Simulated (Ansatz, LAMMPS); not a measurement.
## Electronic structure of glassy 40SiO2-28Al2O3-16Li2O-16SrO (mol %) (85 atoms)

Aim: energy, forces, charges and density of states of glassy 40SiO2-28Al2O3-16Li2O-16SrO (mol %) (85 atoms) at a fixed geometry.

Main program and level: Ansatz 0.2.0; Kohn-Sham DFT, PBEsol, PAW (set soft_2), plane waves.

**1. The starting structure**

The cell holds 85 atoms: 10 Si, 14 Al, 8 Li, 4 Sr and 49 O. Cell: a = 9.775 Å, b = 9.775 Å, c = 9.775 Å, α = 90.0°, β = 90.0°, γ = 90.0°. 85 atoms (10 Si, 14 Al, 8 Li, 4 Sr, 49 O) placed at random at 3.29 g/cm³, melted at 4000 K for 10 ps at fixed volume with the Morse and Coulomb pair potential with partial charges (Pedone, Malavasi, Menziani, Cormack and Segre, J. Phys. Chem. B 110, 11780 (2006)). Quenched from 4000 K to 300 K at 6 K/ps and fixed volume, held 5 ps, then minimised at fixed cell.

Limits known from the start: The quench rate of 6 K/ps is orders of magnitude faster than experiment, which tends to freeze in extra defects. The starting topology of bonds comes from the classical model, and needn't be the one that DFT or experiment would give. The Brillouin zone is sampled at Γ only, in a cell whose shortest periodic width is 10 Å.

**2. How the cell was made**

A classical potential supplies the starting structure, since it reaches far longer times than DFT.

This step: classical MD, Morse and Coulomb pair potential with partial charges (Pedone, Malavasi, Menziani, Cormack and Segre, J. Phys. Chem. B 110, 11780 (2006)) (LAMMPS 22 Jul 2025 - Update 4).

The input, in.lmp:

```
# melt-quench of Si10Al14Li8Sr4O49
units metal
atom_style charge
boundary p p p
region box block 0 9.7755 0 9.7755 0 9.7755
create_box 5 box
mass 1 28.0850   # Si
mass 2 26.9815   # Al
mass 3 6.9400   # Li
mass 4 87.6200   # Sr
mass 5 15.9990   # O
create_atoms 1 random 10 433863 NULL overlap 1.5 maxtry 2000
create_atoms 2 random 14 433870 NULL overlap 1.5 maxtry 2000
create_atoms 3 random 8 433877 NULL overlap 1.5 maxtry 2000
create_atoms 4 random 4 433884 NULL overlap 1.5 maxtry 2000
create_atoms 5 random 49 433891 NULL overlap 1.5 maxtry 2000
pair_style hybrid/overlay pedone 5.5 coul/long 8.0
pair_coeff * * coul/long
pair_coeff 1 5 pedone 0.340554 2.006700 2.100000 1   # Si-O
pair_coeff 2 5 pedone 0.361581 1.900442 2.164818 0.9   # Al-O
pair_coeff 3 5 pedone 0.001114 3.429506 2.681360 1   # Li-O
pair_coeff 4 5 pedone 0.019623 1.886000 3.328330 3   # Sr-O
pair_coeff 5 5 pedone 0.042395 1.379316 3.618701 22   # O-O
set type 1 charge 2.4
set type 2 charge 1.8
set type 3 charge 0.6
set type 4 charge 1.2
set type 5 charge -1.2
kspace_style pppm 1.0e-4
neigh_modify delay 0 every 1 check yes
thermo_style custom step time temp pe press density
thermo_modify norm yes
timestep 0.002
thermo 100
# [... 18 lines left out ...]
thermo 1250
fix md all nvt temp 300 300 0.2
run 2500 post no
unfix md
thermo 100
min_style cg
minimize 0 1e-3 2000 20000
write_dump all custom glass.dump id type xs ys zs modify sort id
```

Command:

```bash
$ lmp -in in.lmp -log none -nocite
```

Numbers of over 12 decimals in the logs are rounded to 6 here.

What it wrote:

```text
LAMMPS (22 Jul 2025 - Update 4)
Created orthogonal box = (0 0 0) to (9.7755 9.7755 9.7755)
Created 10 atoms
Created 14 atoms
Created 8 atoms
Created 4 atoms
Created 49 atoms
PPPM initialization ...
  G vector (1/distance) = 0.37555083
  grid = 10 10 10
  estimated relative force accuracy = 7.7488068e-05
   Step          Time           Temp          PotEng         Press         Density
         0   0              0             -4.4344938      707256.52      3.2859537
        81   0.162          0             -12.943582      32683.005      3.2859537
Loop time of 0.0841062 s on 1 MPI rank(s) for 81 steps with 85 atoms
Minimization stats:
[... 37 lines left out ...]
    316250   632.5          311.11238     -13.089246      11530.062      3.2859537
    316833   633.666        248.1133      -13.082259      18969.834      3.2859537
Loop time of 2.46299 s on 1 MPI rank(s) for 2500 steps with 85 atoms
   Step          Time           Temp          PotEng         Press         Density
    316833   633.666        248.1133      -13.082259      18969.834      3.2859537
    316842   633.684        248.1133      -13.123306      8702.0555      3.2859537
Loop time of 0.0575989 s on 1 MPI rank(s) for 9 steps with 85 atoms
Minimization stats:
  Stopping criterion = linesearch alpha is zero
  Energy initial, next-to-last, final =
     -13.0822588657592  -13.1233055861712  -13.1233055861712
  Force two-norm initial, final = 12.162983 0.84791968
  Iterations, force evaluations = 9 53
```

The job ended after 3.5 min (1 thread of Arm Neoverse N1, shared host; peak memory 0.074 GiB).

**3. Plane-wave single point**

One self-consistent run at the given positions yields energy and forces.

The input, input.yaml:

```yaml
crystal:
  lattice:
    - [9.7755, 0.0, 0.0]
    - [0.0, 9.7755, 0.0]
    - [0.0, 0.0, 9.7755]
  atoms:
    - { symbol: Si, position: [0.47964, 0.70634, 0.64039] }
    - { symbol: Si, position: [0.82579, 0.4031, 0.87714] }
    - { symbol: Si, position: [0.29487, 0.86781, 0.08793] }
    - { symbol: Si, position: [0.69291, 0.94466, 0.99639] }
    - { symbol: Si, position: [0.01832, 0.52428, 0.09274] }
    - { symbol: Si, position: [0.458, 0.08588, 0.47873] }
    - { symbol: Si, position: [0.75624, 0.75731, 0.46924] }
    - { symbol: Si, position: [0.97676, 0.84546, 0.12204] }
    - { symbol: Si, position: [0.11733, 0.70955, 0.76581] }
    - { symbol: Si, position: [0.16376, 0.20431, 0.44424] }
    - { symbol: Al, position: [0.61903, 0.16805, 0.23414] }
    - { symbol: Al, position: [0.33624, 0.53597, 0.88412] }
    - { symbol: Al, position: [0.85341, 0.0668, 0.46928] }
    - { symbol: Al, position: [0.5209, 0.33784, 0.01301] }
    - { symbol: Al, position: [0.18302, 0.24245, 0.84878] }
    - { symbol: Al, position: [0.41631, 0.2761, 0.72095] }
    - { symbol: Al, position: [0.25531, 0.16131, 0.13996] }
    - { symbol: Al, position: [0.92731, 0.29829, 0.62548] }
    - { symbol: Al, position: [0.33305, 0.95224, 0.78088] }
    - { symbol: Al, position: [0.67266, 0.16497, 0.76328] }
    - { symbol: Al, position: [0.50415, 0.38695, 0.42048] }
    - { symbol: Al, position: [0.97718, 0.52429, 0.38739] }
    - { symbol: Al, position: [0.32334, 0.54959, 0.1799] }
    - { symbol: Al, position: [0.24697, 0.52587, 0.50322] }
    - { symbol: Li, position: [0.80709, 0.33991, 0.3408] }
    - { symbol: Li, position: [0.56702, 0.63684, 0.93224] }
    - { symbol: Li, position: [0.46617, 0.75363, 0.35796] }
    - { symbol: Li, position: [0.92637, 0.58968, 0.64739] }
    - { symbol: Li, position: [0.80601, 0.6904, 0.91595] }
    - { symbol: Li, position: [0.6356, 0.93386, 0.65481] }
    - { symbol: Li, position: [0.66693, 0.48654, 0.60826] }
    - { symbol: Li, position: [0.57021, 0.89068, 0.23702] }
    - { symbol: Sr, position: [0.67091, 0.5669, 0.17846] }
    - { symbol: Sr, position: [0.92606, 0.19519, 0.13246] }
    - { symbol: Sr, position: [0.17372, 0.852, 0.43658] }
    - { symbol: Sr, position: [0.96403, 0.00537, 0.78529] }
    - { symbol: O, position: [0.88345, 0.65558, 0.46441] }
    - { symbol: O, position: [0.2184, 0.34658, 0.50411] }
    - { symbol: O, position: [0.65373, 0.79202, 0.0104] }
    - { symbol: O, position: [0.50438, 0.20749, 0.36988] }
    - { symbol: O, position: [0.13778, 0.6025, 0.64174] }
    - { symbol: O, position: [0.1392, 0.16578, 0.99929] }
    - { symbol: O, position: [0.12882, 0.86546, 0.06473] }
    - { symbol: O, position: [0.80544, 0.24181, 0.89278] }
    - { symbol: O, position: [0.66363, 0.44958, 0.41188] }
    - { symbol: O, position: [0.63958, 0.70393, 0.58928] }
    - { symbol: O, position: [0.68137, 0.00251, 0.84282] }
    - { symbol: O, position: [0.96328, 0.44612, 0.95889] }
    - { symbol: O, position: [0.3064, 0.12728, 0.77398] }
    - { symbol: O, position: [0.79998, 0.16624, 0.62573] }
    - { symbol: O, position: [0.62916, 0.03706, 0.11322] }
    - { symbol: O, position: [0.2035, 0.64973, 0.88658] }
    - { symbol: O, position: [0.71601, 0.50441, 0.9329] }
    - { symbol: O, position: [0.29374, 0.09845, 0.48598] }
    - { symbol: O, position: [0.64694, 0.31279, 0.13867] }
    - { symbol: O, position: [0.39294, 0.24181, 0.08073] }
    - { symbol: O, position: [0.1581, 0.21268, 0.2809] }
    - { symbol: O, position: [0.77178, 0.1399, 0.33277] }
    - { symbol: O, position: [0.4684, 0.388, 0.59357] }
    - { symbol: O, position: [0.44648, 0.86212, 0.6806] }
    - { symbol: O, position: [0.30899, 0.99581, 0.18808] }
    - { symbol: O, position: [0.95417, 0.3763, 0.47589] }
    - { symbol: O, position: [0.68149, 0.75764, 0.32865] }
    - { symbol: O, position: [0.43903, 0.50714, 0.03047] }
    - { symbol: O, position: [0.5296, 0.12787, 0.62273] }
    - { symbol: O, position: [0.9318, 0.46049, 0.22029] }
    - { symbol: O, position: [0.97381, 0.89534, 0.27264] }
    - { symbol: O, position: [0.86692, 0.93726, 0.03191] }
    - { symbol: O, position: [0.05032, 0.24875, 0.73778] }
    - { symbol: O, position: [0.80124, 0.90671, 0.52522] }
    - { symbol: O, position: [0.02858, 0.11446, 0.48941] }
    - { symbol: O, position: [0.50386, 0.94982, 0.41597] }
    - { symbol: O, position: [0.95568, 0.68177, 0.09857] }
    - { symbol: O, position: [0.95846, 0.73046, 0.79168] }
    - { symbol: O, position: [0.36411, 0.90294, 0.94744] }
    - { symbol: O, position: [0.34354, 0.73307, 0.17173] }
    - { symbol: O, position: [0.17342, 0.49694, 0.11012] }
    - { symbol: O, position: [0.39957, 0.47576, 0.31439] }
    - { symbol: O, position: [0.14047, 0.58964, 0.36996] }
    - { symbol: O, position: [0.37782, 0.66116, 0.52131] }
    - { symbol: O, position: [0.1769, 0.86169, 0.72541] }
    - { symbol: O, position: [0.45146, 0.61808, 0.7726] }
    - { symbol: O, position: [0.55027, 0.27761, 0.84379] }
    - { symbol: O, position: [0.29326, 0.37902, 0.82302] }
    - { symbol: O, position: [0.83396, 0.42723, 0.71592] }
kpoints:
  mp_grid: { grid: [1, 1, 1] }
hamiltonian:
  xc: pbesol
scf:
  occupations: { method: fixed }
output:
  forces: true
  stress: true
  populations: true
  dos:
    method: { smearing: { sigma: 0.08 } }
    de: 0.1
    projected: { site_lists: { Al: [Al], Li: [Li], O: [O], Si: [Si], Sr: [Sr] } }
  eigenvalues: true
  write_density: true
  write_potential: true
  volumetric_format: npy
```

Command:

```bash
$ ansatz run input.yaml --threads 8 --pin off --max-ram 15872MiB --backend cpu --events-out ev --progress --plain --runs-dir out
```

What it wrote:

```text
Engine: ansatz 0.2.0, aarch64-unknown-linux-gnu
Pseudopotentials: kind: paw
Pseudopotential: Si, paw, valence charge 4, recommended cutoff 420 eV (normal), Si.paw.azcp
Pseudopotential: Al, paw, valence charge 3, recommended cutoff 420 eV (normal), Al.paw.azcp
Pseudopotential: Li, paw, valence charge 3, recommended cutoff 420 eV (normal), Li.paw.azcp
Pseudopotential: Sr, paw, valence charge 10, recommended cutoff 420 eV (normal), Sr.paw.azcp
Pseudopotential: O, paw, valence charge 6, recommended cutoff 420 eV (normal), O.paw.azcp
[... 3 lines on functional and potentials left out ...]
Crystal: 85 atoms, lattice volume = 934.151 Å³
Basis set: ecut = 420 eV, 18277 PW (Γ), exchange–correlation on 144×144×144 points (8 copies of the dense FFT grid, shifted against one another)
Bands: 305, of which v1, the nominal top of the filled ones, is band 220 counted from 1 (219 counted from 0)
Symmetry: 1 space group operations
Space group: P1 (ITA 1), of the structure as read, at distance tolerance 9.8e-5 Å
k-points: 1
[... 15 lines on functional and potentials left out ...]
Initial density: superposition of atomic densities (neutral atoms: chi_scale 0, normalization atom), corrected by the library's trained network
Initial wavefunctions: pseudopotential atomic-orbital guess
Functional: x = pbesol(κ = 0.804, μ = 0.123457), c = pbesol(β = 0.046)
SCF iter   1: F=—  HF=-56741.687735 eV  |F-HF|=—  |Δ(HF+E_count)|=         —  Δρ=1.29e-2  dr2=1.24e0  ethr=1.77e-3  ⟨swp⟩=6.0  Hψ=1118  notcnv=0  defer=83
preconditioner: auto → Resta (q_TF=auto, 2.407 Å⁻¹)  ε∞=3.5  [insulator: Δε(μ)=3.859 eV  Ē_g=15.779 eV  n_scr=250 (ndim 8)  ℏωp=24.8 eV  f_vac=0.018  ε∞_Penn≈3.5]
SCF iter   2: F=—  HF=-56741.353629 eV  |F-HF|=—  |Δ(HF+E_count)|=   3.34e-1  Δρ=2.16e-3  dr2=2.21e-2  ethr=2.82e-4  ⟨swp⟩=2.0  Hψ=496  notcnv=0  defer=83
SCF iter   3: F=—  HF=-56741.354372 eV  |F-HF|=—  |Δ(HF+E_count)|=   7.44e-4  Δρ=1.02e-3  dr2=7.95e-3  ethr=5.02e-6  ⟨swp⟩=3.0  Hψ=393  notcnv=0  defer=83
SCF iter   4: F=—  HF=-56741.355754 eV  |F-HF|=—  |Δ(HF+E_count)|=   1.38e-3  Δρ=7.85e-4  dr2=4.55e-3  ethr=1.81e-6  ⟨swp⟩=3.0  Hψ=393  notcnv=0  defer=83
SCF iter   5: F=—  HF=-56741.355071 eV  |F-HF|=—  |Δ(HF+E_count)|=   6.83e-4  Δρ=1.60e-4  dr2=2.31e-4  ethr=1.03e-6  ⟨swp⟩=2.0  Hψ=390  notcnv=0  defer=83
SCF iter   6: F=—  HF=-56741.355072 eV  |F-HF|=—  |Δ(HF+E_count)|=   1.40e-6  Δρ=4.78e-5  dr2=2.18e-5  ethr=5.26e-8  ⟨swp⟩=2.0  Hψ=369  notcnv=0  defer=82
SCF iter   7: F=—  HF=-56741.356845 eV  |F-HF|=—  |Δ(HF+E_count)|=   1.77e-3  Δρ=1.88e-5  dr2=3.01e-6  ethr=4.96e-9  ⟨swp⟩=2.0  Hψ=525  notcnv=0  defer=82
SCF iter   8: F=—  HF=-56741.356846 eV  |F-HF|=—  |Δ(HF+E_count)|=   6.87e-7  Δρ=4.70e-6  dr2=2.43e-7  ethr=6.83e-10  ⟨swp⟩=2.0  Hψ=390  notcnv=0  defer=82
SCF iter   9: F=-56741.356846 eV  HF=-56741.356846 eV  |F-HF|=5.13e-8  |Δ(HF+E_count)|=   2.18e-7  Δρ=3.50e-6  dr2=8.96e-8  ethr=2.27e-11  ⟨swp⟩=22.0  Hψ=3284  notcnv=0
SCF 1 converged in 9 iterations: F = -56741.356846 eV  dr2 = 8.96e-8
  greatest PAW one-centre occupation: 1.000 electrons in one spin orbital (limit 2), on the Li atom at site 25 (counted from 0), in its partial waves of l = 0
SCF converged after 9 iterations
Free energy (F): -56741.356846 eV
Harris-Foulkes:  -56741.356846 eV  (|F-HF|=5.13e-8)
Internal energy: -56741.356846 eV  (E = F + TS)
E sigma→0 (E₀):  -56741.356846 eV
Fermi energy:    5.622757 eV
--- Per-component energies (eV) ---
  E_band       = -1597.582599
  E_kinetic    = 10718.543045
  E_local      = -23087.892801  (includes V_loc(G=0)·N_el)
  E_nonlocal   = 3315.045187
  E_hartree    = 7946.128204
  E_xc         = -5504.135634
  E_vxc        = -6297.597565  (∫ρ·V_xc dr)
  E_paw        = -29602.670264  (= ΣΔE_a)
  E_vpaw       = -2138.059239  (= ΣTr[D̂ρ^β])
  E_aug_tail   = 0.124517  (compensation charges beyond the density's cutoff)
  E_ewald      = -20529.349150
  E_core_change = 2.850050  (= ΣΔE_core)
  E_smearing   = -0.000000  (= −TS)
  E_closure    = 0.000000  (closes the sum)
  Σ components = -56741.356846   (vs F -56741.356846, Δ=0.00e0)
--- Forces (eV/Å), atoms counted from 1 ---
  atom   1  Si    -0.74713673     0.68366207     0.19893918
  atom   2  Si     0.33762026    -0.49366229     0.09421484
  atom   3  Si    -1.71518550     0.69039954    -0.27706743
  atom   4  Si     1.26995185     0.28638182     0.53533943
  atom   5  Si    -1.06745262     1.40604627    -0.06305139
  atom   6  Si    -0.08260977     1.50095334    -0.07762820
  atom   7  Si    -0.65998942    -0.31567327     0.11511370
  atom   8  Si     0.99649625    -0.28634025     0.27452997
  atom   9  Si     0.49854850     0.10821528    -0.57054324
  atom  10  Si     1.09592558     0.48027830    -0.06252648
  atom  11  Al    -0.26770533    -0.16300140     0.33968830
  atom  12  Al    -1.02366652     0.88371070    -1.02418483
  atom  13  Al    -0.19780212     0.29272257    -0.32705139
  atom  14  Al    -0.20101274    -0.83568891     0.06821703
[...]
atom  84  O      0.38881962    -0.41252593    -0.50074014
  atom  85  O      0.01254843     1.12242580    -1.74328047
  max |Σ_I F_I| component: 7.09e-5 eV/Å
--- Stress (GPa, compression-positive) ---
        5.499940       0.458189      -0.178356
        0.458193       5.420651       0.093391
       -0.178348       0.093398       6.650639
  P = ⅓ Tr σ = 5.8571 GPa (58.571 kbar)
--- Band table (eV) ---
  k-point 0: bands = ["-38.1799", "-37.9718", "-37.6539", "-37.5777", [... 289 levels ...], "15.7907", "15.8141", "15.8429", "15.8707", "15.9351", "16.0143", "16.1098", "16.1726", "16.2126", "16.2217", "16.2541", "16.3420"]
--- Löwdin populations: 85 sites ---
  site symbol       q [e]
     0     Si      2.3448
     1     Si      2.3573
     2     Si      2.3329
[...]
84      O      6.8912
  spilling = 0.011504 (of n_electrons = 440.000000)
```

Run time: 16 s. Hardware: 8 threads of Arm Neoverse N1, shared host; peak memory 1.2 GiB; 92 s of CPU time.

Read from the output:

```
free energy                                      : -56741.3568 eV
free energy per atom                             : -667.5454 eV/atom
SCF cycles                                       : 9
pressure                                         : 5.857 GPa
r.m.s. force component                           : 0.8057 eV/Å
longest force                                    : 3.266 eV/Å
Fermi energy                                     : 5.623 eV
gap (highest filled to lowest empty level) : 3.985 eV
spilling of the projection                       : 0.0115
```

Length of the force by element:

```tsv
element	coordination	atoms	mean length of the force (eV/Å)	spread	least	most
Al	all	14	0.862	0.420	0.236	1.70
Li	all	8	0.732	0.222	0.428	1.20
O	all	49	1.49	0.645	0.580	3.27
Si	all	10	1.20	0.413	0.605	1.87
Sr	all	4	0.781	0.305	0.536	1.29
```

Löwdin charges by element (they lack the spilled electrons, 0.060 e an atom on average):

```tsv
element	coordination	atoms	mean charge (e)	spread	least	most
Al	all	14	1.26	0.0326	1.21	1.31
Li	all	8	0.792	0.0199	0.764	0.820
O	all	49	-0.874	0.0634	-1.07	-0.772
Si	all	10	1.65	0.0265	1.60	1.70
Sr	all	4	1.85	0.0116	1.83	1.87
```

Density of states as counts of states in windows of 1 eV (from the Fermi level), total and the larger projections:

```tsv
from (eV)	to (eV)	total	O p	O s	Sr p
-18	-17	33.8	0.3	26.0	0.6
-17	-16	15.8	0.1	12.1	0.7
-16	-15	21.1	0.3	3.9	16.1
-15	-14	6.9	0.2	0.9	5.7
-14	-10	0.0	0.0	0.0	0.0
-10	-9	2.0	1.3	0.1	0.0
-9	-8	6.0	4.1	0.3	0.0
-8	-7	9.7	7.0	0.5	0.0
-7	-6	21.8	16.4	0.6	0.0
-6	-5	26.7	20.7	0.8	0.0
-5	-4	41.0	33.3	1.3	0.1
-4	-3	50.4	44.3	0.9	0.1
-3	-2	50.7	47.0	0.5	0.1
-2	-1	54.3	51.4	0.4	0.1
-1	0	30.8	29.4	0.1	0.0
0	1	0.5	0.4	0.0	0.0
1	3	0.0	0.0	0.0	0.0
3	4	1.7	0.0	0.5	0.0
4	5	0.3	0.0	0.1	0.0
```

The curve was stored every 0.100 eV, coarse against its broadening of 0.08 eV, so these counts are rough.

With fixed occupations the program's Fermi level is the highest filled level; weight inside the gap is the broadening of levels at its edges.

Between -26 and -18 eV lie 44 more states.

The stored curve holds about 416 of the 440 electrons; the rest, give or take the few that broadening carries across the Fermi level, lie in deeper levels below its range.

The levels nearest the highest filled one (over half full), pooled over k-points and spins:

```tsv
level less the highest filled one (eV)	occupation
-0.290	2
-0.255	2
-0.177	2
-0.118	2
-0.0642	2
0	2
3.99	0
5.19	0
5.50	0
5.70	0
5.84	0
5.89	0
```

(Part 1 of 2 ends here.)

[Logs are printed without paths, hosts, clocks, repeated set-up lines and the standing remarks that a program may print on its own settings, such as how far it seeks lower states.]

[Hosts, paths, dates, database ids (printed as entryN), source tags and the programs' standing remarks are cut or masked in the printed files.]
